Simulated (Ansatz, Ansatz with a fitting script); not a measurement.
An input for Ansatz 0.2.0 (CaHI (P4/nmm)):

```yaml
crystal:
  lattice:
    - [4.071, 0.0, 0.0]
    - [0.0, 4.071, 0.0]
    - [0.0, 0.0, 8.691]
  atoms:
    - { symbol: Ca, position: [0.0, 0.5, 0.1789851571] }
    - { symbol: Ca, position: [0.5, 0.0, 0.8497802324] }
    - { symbol: H, position: [0.0, 0.0, 0.0143826947] }
    - { symbol: H, position: [0.5, 0.5, 0.0143826947] }
    - { symbol: I, position: [0.0, 0.5, 0.6800339432] }
    - { symbol: I, position: [0.5, 0.0, 0.3487314463] }
kpoints:
  mp_grid: { grid: [4, 4, 2] }
hamiltonian:
  xc: lda
  pseudopotentials: { kind: paw, source: ansatz, frozen_core: stored }
scf:
  occupations: { method: fixed }
  lower_state_search: "off"
  convergence: { dr2_threshold: 1.0e-09 }
output:
  embedding: [{ level: hf }]
basis:
  ecutwfc: 1000
```

```sh
ansatz run input.yaml --threads 4 --pin off --max-ram 18432MiB --backend cpu --events-out ev --progress --plain --runs-dir out
```

Q: Estimate wall time and host memory on 4 threads of Arm Neoverse V1, shared host.

It took 5.1 min; on shared hardware allow 2.5 min to 10 min. Peak host memory was 1.1 GiB.

[Paths, hosts, dates, memory and timing lines, banners, echoed tables and standing remarks are left out of the program output.]

[Logs are printed without paths, hosts, clocks, repeated set-up lines and the standing remarks that a program may print on its own settings, such as how far it seeks lower states.]

[Runs of the session that timed out or met a known fault of the program may be left out.]

[Hosts, paths, dates, database ids (printed as entryN), source tags and the programs' standing remarks are cut or masked in the printed files.]
